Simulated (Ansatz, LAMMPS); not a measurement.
**Localised basis functions on liquid pyrrole at 320 K (80 atoms)**

Wanted: errors and times of a linear-scaling basis for liquid pyrrole at 320 K (80 atoms). A setting counts as converged where the r.m.s. difference of forces stays under 1 % of the r.m.s. force.

Method: Kohn-Sham DFT, PBE+D3(BJ), PAW (set soft_2), plane waves, in Ansatz 0.2.0.

### Step 1. The starting structure

The cell holds 80 atoms: 32 C, 8 N and 40 H. Its edges and angles: a = 9.722 Å, b = 9.722 Å, c = 9.722 Å, α = 90.0°, β = 90.0°, γ = 90.0°. 8 pyrrole placed at random, at 0.97 g/cm³; overlaps pushed apart, then 10 ps at 470 K with MMFF94 bonds, angles, torsions, charges and radii (Halgren, J. Comput. Chem. 17, 490 (1996)) in harmonic and 12-6 forms. Snapshot after 20 ps at 320 K and fixed volume.

Coordinates:

```xyz
80
Lattice="9.7217 0.0000 0.0000 0.0000 9.7217 0.0000 0.0000 0.0000 9.7217" Properties=species:S:1:pos:R:3 pbc="T T T"
C     6.7831    0.4485    7.0073
C     6.1706    9.0827    6.4077
C     5.1848    8.6781    7.2503
N     5.1712    9.4753    8.3515
C     6.1412    0.7029    8.1782
H     7.5721    1.0318    6.5894
H     6.4744    8.6013    5.5028
H     4.5199    7.8585    7.1724
H     4.5404    9.3177    9.1423
H     6.2261    1.4291    8.9310
C     1.4733    9.5003    0.1141
C     1.6388    9.6635    8.4347
C     0.3791    9.4742    7.8740
N     9.1666    9.2282    8.8037
C     0.1388    9.2315    0.2724
H     2.3253    9.6661    0.8241
H     2.5050    0.1903    7.9116
H     0.1219    9.5390    6.8424
H     8.1814    9.2226    8.7294
H     9.4081    9.1652    1.2227
C     2.8272    5.4074    0.4509
C     2.7447    4.0988    1.0183
C     3.6618    3.2451    0.4212
N     4.3193    4.0542    9.1711
C     3.8154    5.3073    9.2267
H     2.3158    6.2769    0.6849
H     2.0067    3.8542    1.7899
H     3.9909    2.1887    0.6338
H     5.0368    3.6970    8.5022
H     4.1131    5.9959    8.4363
C     6.0604    8.7154    1.6451
C     5.1245    7.8742    2.1928
C     4.5124    8.5729    3.1994
N     4.9309    0.1329    3.0442
C     5.9566    0.1949    2.1921
H     6.7395    8.4441    0.7600
H     4.9346    6.8167    2.0002
H     3.7055    8.3197    3.8274
H     4.5623    0.8945    3.6632
H     6.5522    1.1386    2.1070
C     9.1062    7.6892    3.9887
C     0.8452    7.7857    4.0348
C     1.2142    7.1756    5.2472
N     0.0863    6.7260    5.9030
C     8.7510    6.9421    5.0849
H     8.4480    8.0258    3.2136
H     1.4709    8.0946    3.1987
H     2.2049    7.0170    5.6448
H     0.0553    6.2060    6.7831
H     7.7787    6.6479    5.5165
C     4.8552    2.8317    5.5480
C     4.1045    3.9817    5.3233
C     4.6987    4.8234    4.4224
N     5.6701    4.0199    3.8052
C     5.8571    2.9621    4.6275
H     4.5200    2.0263    6.1966
H     3.1717    4.1932    5.8399
H     4.4474    5.7865    4.0116
H     6.0991    4.0858    2.9037
H     6.6206    2.2434    4.3193
C     8.6852    2.9065    1.9722
C     9.3385    2.0312    2.9145
C     9.5738    2.8308    4.0232
N     9.1183    4.1302    3.7509
C     8.4330    4.0794    2.6193
H     8.3768    2.6743    0.9525
H     9.6964    1.0475    2.8153
H     0.3574    2.6141    4.9728
H     8.9806    4.9352    4.3393
H     7.9738    4.9673    2.2526
C     8.0397    5.1018    8.0521
C     8.2213    3.8578    7.3806
C     9.4074    3.3575    7.7926
N     0.2926    4.2588    8.6234
C     9.2087    5.3091    8.7690
H     7.1458    5.7129    7.9965
H     7.4805    3.4707    6.6539
H     0.1419    2.3829    7.5693
H     1.2238    4.1710    9.0772
H     9.5602    6.1162    9.3702
```

Limits known from the start: The network of contacts between molecules at the start is that of the classical potential that made the cell, and needn't be the one that DFT or experiment would give. The density was typed from a rule of thumb and may lie off the real one at this temperature. The Brillouin zone is sampled at Γ only, in a cell whose shortest periodic width is 10 Å.

### Step 2. Making the structure

A classical potential supplies the starting structure, since it reaches far longer times than DFT.

This step: classical MD, MMFF94 bonds, angles, torsions, charges and radii (Halgren, J. Comput. Chem. 17, 490 (1996)) in harmonic and 12-6 forms (LAMMPS 22 Jul 2025 - Update 4).

File in.lmp:

```
# liquid pyrrole
units real
atom_style full
boundary p p p
bond_style harmonic
angle_style harmonic
dihedral_style opls
improper_style harmonic
special_bonds lj 0 0 0.5 coul 0 0 0.75
read_data data.lmp
neigh_modify delay 0 every 1 check yes one 4000
comm_modify cutoff 12.0
timestep 0.5
thermo_style custom step time temp pe press density
thermo_modify norm yes
# push overlapping molecules apart
pair_style soft 2.6
pair_coeff * * 0.0
variable a equal ramp(1,60)
fix ad all adapt 1 pair soft a * * v_a
velocity all create 470 23070 mom yes dist gaussian
fix lim all nve/limit 0.03
fix lan all langevin 470 470 50 23071 zero yes
thermo 1000
run 3000 post no
unfix ad
pair_style lj/cut/coul/long 8.7
pair_modify mix arithmetic tail yes
pair_coeff 1 1 0.0678 3.5860   # C
pair_coeff 2 2 0.0721 3.4070   # N
pair_coeff 3 3 0.0216 2.5400   # H
pair_coeff 4 4 0.0100 1.2000   # H
kspace_style pppm 1.0e-4
thermo 100
# [... 16 lines left out ...]
compute msd all msd com yes
thermo 5000
fix md all nvt temp 320 320 100
run 20000 post no
print "== T320: mean square displacement over the hold $(c_msd[4]:%.2f) A^2"
unfix md
uncompute msd
write_dump all custom T320.dump id type xs ys zs modify sort id
```

Started as:

```bash
$ lmp -in in.lmp -log none -nocite
```

The program printed:

```text
LAMMPS (22 Jul 2025 - Update 4)
Reading data file ...
  orthogonal box = (0 0 0) to (9.72174 9.72174 9.72174)
  80 atoms
  orthogonal box = (0 0 0) to (9.72174 9.72174 9.72174)
  80 bonds
  120 angles
  160 dihedrals
  32 impropers
   Step          Time           Temp          PotEng         Press         Density
         0   0              470            0.26844339     3859.2405      0.96999904
      1000   500            436.34798      1.2928096      18002.309      0.96999904
      2000   1000           401.86607      1.2022446      14235.65       0.96999904
      3000   1500           409.10586      0.94261971     501.02308      0.96999904
[... 34 lines left out ...]
   Step          Time           Temp          PotEng         Press         Density
[... 4 lines left out ...]
Loop time of 1.19108 s on 1 MPI rank(s) for 5000 steps with 80 atoms
   Step          Time           Temp          PotEng         Press         Density
[... 2 lines left out ...]
     25000   24000          326.9537       0.096361459    4662.5226      0.96999904
     30000   29000          332.22441      0.35842583     6809.7447      0.96999904
     35000   34000          262.30866      0.25923646    -7293.9368      0.96999904
     37000   36000          342.93307      0.034562329    2986.2476      0.96999904
Loop time of 4.78492 s on 1 MPI rank(s) for 20000 steps with 80 atoms
== T320: mean square displacement over the hold 10.23 A^2
```

The job ended after 9.3 s (1 thread of Arm Neoverse V2, shared host; peak memory 0.12 GiB).

The input also reads data.lmp (atoms, bonds and types; not printed here).

### Step 3. Plane-wave single point

This run is the reference for what follows, at a cutoff of 420 eV.

File input.yaml:

```yaml
crystal:
  lattice:
    - [9.72174, 0.0, 0.0]
    - [0.0, 9.72174, 0.0]
    - [0.0, 0.0, 9.72174]
  atoms:
    - { symbol: C, position: [0.69772, 0.04613, 0.72079] }
    - { symbol: C, position: [0.63472, 0.93427, 0.65911] }
    - { symbol: C, position: [0.53332, 0.89265, 0.74578] }
    - { symbol: "N", position: [0.53192, 0.97465, 0.85905] }
    [... 70 atom lines left out ...]
    - { symbol: C, position: [0.94723, 0.54611, 0.902] }
    - { symbol: H, position: [0.73503, 0.58764, 0.82254] }
    - { symbol: H, position: [0.76946, 0.357, 0.68444] }
    - { symbol: H, position: [0.0146, 0.24511, 0.7786] }
    - { symbol: H, position: [0.12588, 0.42904, 0.9337] }
    - { symbol: H, position: [0.98338, 0.62913, 0.96384] }
kpoints:
  mp_grid: { grid: [1, 1, 1] }
hamiltonian:
  xc: pbe
  dispersion: d3bj
scf:
  occupations: { method: fermi_dirac, width: 0.05 }
output:
  forces: true
  stress: true
  populations: true
  dos:
    method: { smearing: { sigma: 0.1 } }
    de: 0.1
    projected: { site_lists: { C: [C], H: [H], "N": ["N"] } }
  eigenvalues: true
  write_density: true
  write_potential: true
  volumetric_format: npy
  elf: true
```

Started as:

```bash
$ ansatz run input.yaml --threads 4 --pin off --max-ram 8192MiB --backend cpu --events-out ev --progress --plain --runs-dir out
```

The program printed:

```text
Engine: ansatz 0.2.0, aarch64-unknown-linux-gnu
Pseudopotentials: kind: paw
Pseudopotential: C, paw, valence charge 4, recommended cutoff 420 eV (normal), C.paw.azcp
Pseudopotential: N, paw, valence charge 5, recommended cutoff 420 eV (normal), N.paw.azcp
Pseudopotential: H, paw, valence charge 1, recommended cutoff 420 eV (normal), H.paw.azcp
[... 5 lines on functional and potentials left out ...]
Crystal: 80 atoms, lattice volume = 918.823 Å³
Basis set: ecut = 420 eV, 17845 PW (Γ), exchange–correlation on 144×144×144 points (8 copies of the dense FFT grid, shifted against one another)
Bands: 184, of which v1, the nominal top of the filled ones, is band 104 counted from 1 (103 counted from 0)
Symmetry: 1 space group operations
Space group: P1 (ITA 1), of the structure as read, at distance tolerance 9.7e-5 Å
k-points: 1
[... 7 lines on functional and potentials left out ...]
Initial density: superposition of atomic densities (neutral atoms: chi_scale 0, normalization atom), corrected by the library's trained network
Initial wavefunctions: pseudopotential atomic-orbital guess
Functional: x = pbe(κ = 0.804, μ = 0.219515), c = pbe(β = 0.066725)
SCF iter   1: F=—  HF=-11740.763036 eV  |F-HF|=—  |Δ(HF+E_count)|=         —  Δρ=7.61e-3  dr2=6.53e-1  ethr=1.77e-3  ⟨swp⟩=6.0  Hψ=841  notcnv=0  defer=29
preconditioner: auto → Resta (q_TF=auto, 2.130 Å⁻¹)  ε∞=2.3  [insulator: Δε(μ)=4.244 eV  Ē_g=15.351 eV  σ=0.050 eV  W_gap=1.00  n_scr=146 (ndim 8)  ℏωp=17.7 eV  f_vac=0.219  D(μ)=0.00/eV (n_scr^D=0)  ε∞_Penn≈2.3]
SCF iter   2: F=—  HF=-11740.641237 eV  |F-HF|=—  |Δ(HF+E_count)|=   1.22e-1  Δρ=3.61e-3  dr2=1.05e-1  ethr=3.14e-4  ⟨swp⟩=3.0  Hψ=324  notcnv=0  defer=72
SCF iter   3: F=—  HF=-11740.648643 eV  |F-HF|=—  |Δ(HF+E_count)|=   7.41e-3  Δρ=1.57e-3  dr2=2.50e-2  ethr=5.07e-5  ⟨swp⟩=2.0  Hψ=219  notcnv=0  defer=72
SCF iter   4: F=—  HF=-11740.652350 eV  |F-HF|=—  |Δ(HF+E_count)|=   3.71e-3  Δρ=4.44e-4  dr2=2.81e-3  ethr=1.20e-5  ⟨swp⟩=2.0  Hψ=218  notcnv=0  defer=72
SCF iter   5: F=—  HF=-11740.653708 eV  |F-HF|=—  |Δ(HF+E_count)|=   1.36e-3  Δρ=1.61e-4  dr2=2.66e-4  ethr=1.35e-6  ⟨swp⟩=2.0  Hψ=202  notcnv=0  defer=72
SCF iter   6: F=—  HF=-11740.653848 eV  |F-HF|=—  |Δ(HF+E_count)|=   1.40e-4  Δρ=8.50e-5  dr2=8.49e-5  ethr=1.28e-7  ⟨swp⟩=2.0  Hψ=215  notcnv=0  defer=72
SCF iter   7: F=—  HF=-11740.654712 eV  |F-HF|=—  |Δ(HF+E_count)|=   8.64e-4  Δρ=1.61e-5  dr2=3.08e-6  ethr=4.08e-8  ⟨swp⟩=2.0  Hψ=286  notcnv=0  defer=72
SCF iter   8: F=—  HF=-11740.654712 eV  |F-HF|=—  |Δ(HF+E_count)|=   6.70e-7  Δρ=8.23e-6  dr2=7.96e-7  ethr=1.48e-9  ⟨swp⟩=2.0  Hψ=216  notcnv=0  defer=72
SCF iter   9: F=-11740.654712 eV  HF=-11740.654712 eV  |F-HF|=5.15e-9  |Δ(HF+E_count)|=   2.93e-8  Δρ=2.01e-6  dr2=4.48e-8  ethr=4.81e-11  ⟨swp⟩=18.0  Hψ=1634  notcnv=0
SCF 1 converged in 9 iterations: F = -11740.654712 eV  dr2 = 4.48e-8
  greatest PAW one-centre occupation: 0.799 electrons in one spin orbital (limit 2), on the N atom at site 63 (counted from 0), in its partial waves of l = 0
WARN: The input density's exchange-correlation potential varies sharply where the density is thin. Do not read a vacuum level from v_tot or v_xc, or from such a field of the output density. On a cell that repeats whose density bears no net charge and no dipole along the vacuum's axis use v_es (v_loc + v_h of the components); [...]
SCF converged after 9 iterations
Free energy (F): -11740.654712 eV
Harris-Foulkes:  -11740.654712 eV  (|F-HF|=5.15e-9)
Internal energy: -11740.654712 eV  (E = F + TS)
E sigma→0 (E₀):  -11740.654712 eV
Fermi energy:    1.857148 eV
--- Per-component energies (eV) ---
  E_band       = -1623.621798
  E_kinetic    = 4532.848534
  E_local      = -14439.546062  (includes V_loc(G=0)·N_el)
  E_nonlocal   = 1315.380532
  E_hartree    = 5169.402111
  E_xc         = -2367.284660
  E_vxc        = -2962.435397  (∫ρ·V_xc dr)
  E_paw        = -4228.501032  (= ΣΔE_a)
  E_vpaw       = -408.615617  (= ΣTr[D̂ρ^β])
  E_aug_tail   = -0.053061  (compensation charges beyond the density's cutoff)
  E_ewald      = -1718.531423
  E_disp       = -4.369651  (pairwise vdW)
  E_smearing   = -0.000000  (= −TS)
  E_closure    = 0.000000  (closes the sum)
  Σ components = -11740.654712   (vs F -11740.654712, Δ=0.00e0)
--- Forces (eV/Å), atoms counted from 1 ---
  atom   1  C      0.78992700     1.02642508    -0.35196812
  atom   2  C      0.14988688    -0.70715769    -0.66989636
  atom   3  C     -0.71169835    -0.81770134     0.23322275
  atom   4  N     -0.54423775    -0.20116895    -0.23343291
  atom   5  C     -0.59722468    -0.18748583     1.14780706
  atom   6  H      0.50356058     0.38175504    -0.17939894
  atom   7  H     -0.00211596    -0.15905915    -0.52038626
  atom   8  H     -0.66352080    -0.75163862    -0.09835334
  atom   9  H      0.45873608     0.31952888    -0.18348188
  atom  10  H      0.52127624     1.09233948     0.80712985
  atom  11  C      1.20705498     0.36813595    -0.60186628
  atom  12  C     -1.94150654    -0.52465101     0.43254389
  atom  13  C      1.01307698     0.60096113    -1.89287166
  atom  14  N      2.53932478    -0.14137552     1.94630993
[...]
atom  79  H     -0.67113564    -0.04249776    -0.25314334
  atom  80  H     -0.09966512     0.70482554     0.49288583
  max |Σ_I F_I| component: 2.00e-5 eV/Å
--- Stress (GPa, compression-positive) ---
        1.882785      -0.180067      -1.022397
       -0.180067       2.668405       0.936135
       -1.022397       0.936135       2.495397
  P = ⅓ Tr σ = 2.3489 GPa (23.489 kbar)
--- Band table (eV) ---
  k-point 0: bands = ["-20.0729", "-19.9806", "-19.7742", "-19.7016", [... 168 levels ...], "9.8726", "9.9881", "10.0163", "10.1523", "10.2120", "10.2596", "10.3497", "10.3861", "10.4328", "10.5151", "10.5414", "10.6437"]
--- Löwdin populations: 80 sites ---
  site symbol       q [e]
     0      C      4.1970
     1      C      4.1950
     2      C      4.1012
[...]
79      H      0.7881
  spilling = 0.013112 (of n_electrons = 208.000000)
```

It took 6.3 s on 4 threads of Arm Neoverse V2, shared host; peak memory 0.9 GiB.

The program notes that the exchange-correlation potential is rough where the density is thin.

Numbers from this run:

```
free energy                                      : -11740.6547 eV
free energy per atom                             : -146.7582 eV/atom
SCF cycles                                       : 9
pressure                                         : 2.349 GPa
r.m.s. force component                           : 1.037 eV/Å
longest force                                    : 5.9 eV/Å
Fermi energy                                     : 1.857 eV
gap (highest filled to lowest empty level) : 4.071 eV
spilling of the projection                       : 0.01311
```

The r.m.s. force component of 1.0 eV/Å sets the scale for the differences below.

### Step 4. Support functions medium

With localised support functions most steps grow linearly with size, though the diagonalisation grows faster unless the density matrix is cut; this run measures error and cost at this size.

This step: Kohn-Sham DFT, PBE+D3(BJ), PAW (set soft_2), localised support functions (medium) (Ansatz 0.2.0).

input.yaml, the sections that differ from step 3:

```yaml
scf:
  occupations: { method: fermi_dirac, width: 0.05 }
  eigensolver: { kind: { support_functions: { accuracy: medium } } }
  max_iter: 150
output:
  forces: true
  eigenvalues: true
# crystal, kpoints, hamiltonian: as in step 3
```

The program printed:

```text
Warning: scf.eigensolver.kind.support_functions: disabling space-group detection — the functions' gradient is summed over unrotated k-points, so no spatial operation reduces the k-mesh or symmetrises the density; time reversal is kept, so that k and −k are solved as one point where they differ and the mesh holds both, and exact exchange and, on two spinor components, a DFT+U term hold to it where the run has them: [...]
settings of this run that can trade accuracy for cost: scf.eigensolver.kind.support_functions [...]
[...]
Crystal: 80 atoms, lattice volume = 918.823 Å³
Basis set: ecut = 420 eV, 17845 PW (Γ), exchange–correlation on 144×144×144 points (8 copies of the dense FFT grid, shifted against one another)
Bands: 125, of which v1, the nominal top of the filled ones, is band 104 counted from 1 (103 counted from 0)
Symmetry: 1 space group operations
k-points: 1
[...]
SCF iter   1: F=—  HF=-11758.428116 eV  |F-HF|=—  |Δ(HF+E_count)|=         —  Δρ=1.10e-1  dr2=1.43e2  ethr=1.00e-1
[...]
SCF iter  12: F=—  HF=-11740.959858 eV  |F-HF|=—  |Δ(HF+E_count)|=   2.83e-4  Δρ=1.18e-5  dr2=2.83e-6  ethr=4.70e-9  κ⁻¹=1.5e-5(r=7)
SCF iter  13: F=-11740.959859 eV  HF=-11740.959859 eV  |F-HF|=5.08e-7  |Δ(HF+E_count)|=   1.00e-6  Δρ=6.85e-6  dr2=8.18e-7  ethr=1.36e-9
SCF 1 converged in 13 iterations: F = -11740.962049 eV  dr2 = 8.18e-7
[...]
SCF converged after 13 iterations
Stability not checked: this state was not tested for a lower state beside it, because the mixer in use, unlike msr1, does not test its closes by its own steps (another_mixer; see scf.mixing.algorithm and scf.lower_state_search)
Free energy (F): -11740.962049 eV
[...]
Internal energy: -11740.962049 eV  (E = F + TS)
E sigma→0 (E₀):  -11740.962049 eV
Fermi energy:    1.856498 eV
[...]
Σ components = -11740.962049   (vs F -11740.962049, Δ=0.00e0)
--- Forces (eV/Å), atoms counted from 1 ---
  atom   1  C      0.79572633     1.03107065    -0.35370367
  atom   2  C      0.15113863    -0.71132854    -0.67636026
  atom   3  C     -0.71627418    -0.82372088     0.23190577
  atom   4  N     -0.55043602    -0.20253626    -0.22508904
[...]
atom  80  H     -0.10303338     0.69681271     0.48718287
  max |Σ_I F_I| component: 5.90e-3 eV/Å
--- Band table (eV) ---
[...]
```

Wall time 41 s (4 threads); peak memory 1.9 GiB.

The program notes that the band table was not solved further than the SCF left it and it switched symmetry off.

Keys that differ from the reference: support_functions.accuracy = "medium" and scf.max_iter = 150.

Forces differ from the reference by 5.4 meV/Å r.m.s., 0.52 % of their size, within a tolerance of 1 %; the energy by -3.8 meV/atom. It took roughly 6.5 times the reference's time (one timing each, with unlike analyses asked), in 13 cycles against 9.

### Step 5. Support functions low

With localised support functions most steps grow linearly with size, though the diagonalisation grows faster unless the density matrix is cut; this run measures error and cost at this size.

This step: Kohn-Sham DFT, PBE+D3(BJ), PAW (set soft_2), localised support functions (low) (Ansatz 0.2.0).

input.yaml, the sections that differ from step 4:

```yaml
scf:
  occupations: { method: fermi_dirac, width: 0.05 }
  eigensolver: { kind: { support_functions: { accuracy: low } } }
  max_iter: 150
# crystal, kpoints, hamiltonian, output: as in step 4
```

The program printed:

```text
[...]
Crystal: 80 atoms, lattice volume = 918.823 Å³
Basis set: ecut = 420 eV, 17845 PW (Γ), exchange–correlation on 144×144×144 points (8 copies of the dense FFT grid, shifted against one another)
Bands: 125, of which v1, the nominal top of the filled ones, is band 104 counted from 1 (103 counted from 0)
Symmetry: 1 space group operations
k-points: 1
[...]
SCF iter   1: F=—  HF=-11758.436850 eV  |F-HF|=—  |Δ(HF+E_count)|=         —  Δρ=1.10e-1  dr2=1.43e2  ethr=1.00e-1
[...]
SCF iter  10: F=—  HF=-11740.958855 eV  |F-HF|=—  |Δ(HF+E_count)|=   6.54e-4  Δρ=7.86e-5  dr2=9.56e-5  ethr=1.46e-7  κ⁻¹=4.8e-6(r=7)
SCF iter  11: F=-11740.959285 eV  HF=-11740.959285 eV  |F-HF|=1.06e-7  |Δ(HF+E_count)|=   4.30e-4  Δρ=2.35e-5  dr2=9.74e-6  ethr=4.59e-8
SCF 1 converged in 11 iterations: F = -11740.962047 eV  dr2 = 9.74e-6
[...]
SCF converged after 11 iterations
[...]
Free energy (F): -11740.962047 eV
[...]
Internal energy: -11740.962047 eV  (E = F + TS)
E sigma→0 (E₀):  -11740.962047 eV
Fermi energy:    1.856239 eV
[...]
Σ components = -11740.962047   (vs F -11740.962047, Δ=0.00e0)
--- Forces (eV/Å), atoms counted from 1 ---
  atom   1  C      0.79551315     1.03095663    -0.35361392
  atom   2  C      0.15122966    -0.71120742    -0.67613308
  atom   3  C     -0.71667030    -0.82335399     0.23248010
  atom   4  N     -0.55035911    -0.20256890    -0.22521002
[...]
atom  80  H     -0.10323987     0.69624896     0.48689864
  max |Σ_I F_I| component: 6.35e-3 eV/Å
--- Band table (eV) ---
[...]
```

The job ended after 37 s (4 threads; peak memory 1.9 GiB).

Keys that differ from the reference: support_functions.accuracy = "low" and scf.max_iter = 150.

Forces differ from the reference by 5.4 meV/Å r.m.s., 0.52 % of their size, within a tolerance of 1 %; the energy by -3.8 meV/atom. It took roughly 5.9 times the reference's time (one timing each, with unlike analyses asked), in 11 cycles against 9.

(Continued in part 2 of 3.)

[Long decimals in the printed logs are rounded to 6 places.]

[Logs are printed without paths, hosts, clocks, repeated set-up lines and the standing remarks that a program may print on its own settings, such as how far it seeks lower states.]

[Hosts, paths, dates, database ids (printed as entryN), source tags and the programs' standing remarks are cut or masked in the printed files.]

[The MMFF94 radii named for the starting cell were scaled by 0.96; in molecules described by MMFF94, hydrogen bound to N, O or S took a small fixed 12-6 site in their place.]
